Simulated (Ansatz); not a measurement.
Consider NaAuF3 (cubic perovskite) (Pm-3m).

The structure was built from a prototype and need not be the compound's stable phase.

It takes space group Pm-3m (No. 221, cubic). The conventional cell has a = 4.375 Å, b = 4.375 Å, c = 4.375 Å, α = 90.00°, β = 90.00°, γ = 90.00°. Nearest to Na lie 12 F at 3.09 Å. Nearest to Au lie 6 F at 2.19 Å. Nearest to F lie 2 Au at 2.19 Å. Farther neighbours and most contacts between anions are not listed.

```xyz
5
Lattice="0.0000 -4.3752 0.0000 0.0000 0.0000 4.3752 -4.3752 0.0000 0.0000" Properties=species:S:1:pos:R:3 pbc="T T T"
Na    0.0000    0.0000    0.0000
Au   -2.1876   -2.1876    2.1876
F     0.0000   -2.1876    2.1876
F    -2.1876   -2.1876    0.0000
F    -2.1876    0.0000    2.1876
```

The structure was relaxed with PBEsol. The structure type comes from a generator and need not be one that this composition takes. The structure was generated from a model, not taken from a measurement. The runs that relaxed it are not among those shown. The program's search for lower electronic states was switched off, so nothing shows that the state found is the lowest. Spin-orbit coupling is left out unless a run names it. PAW set soft_2, made with PBE.

A constrained-RPA run (Ansatz 0.2.0; non-magnetic PBEsol; Au d, bands v5 to v1, 4×4×4 mesh, medium accuracy) builds 5 functions on bands 4.1 eV wide, with 9.0 electrons in the window. The bare on-site interaction is 12.6 eV and the bare J 0.43 eV.

Q: Estimate U, U′ and J.

On the Au d shell, U = 4.69 eV (37 % of the bare value), U′ = 4.02 eV, J = 0.31 eV.

The parent state is non-magnetic and the interaction static (zero frequency); U depends on the window and the orbitals, so it belongs to this model alone. Spin-orbit coupling, which is strong for atoms this heavy, is left out.

[Paths, hosts, dates, memory and timing lines, banners, echoed tables and standing remarks are left out of the program output.]

[Logs are printed without paths, hosts, clocks, repeated set-up lines and the standing remarks that a program may print on its own settings, such as how far it seeks lower states.]

[Runs of the session that timed out or met a known fault of the program may be left out.]

[Hosts, paths, dates, database ids (printed as entryN), source tags and the programs' standing remarks are cut or masked in the printed files.]
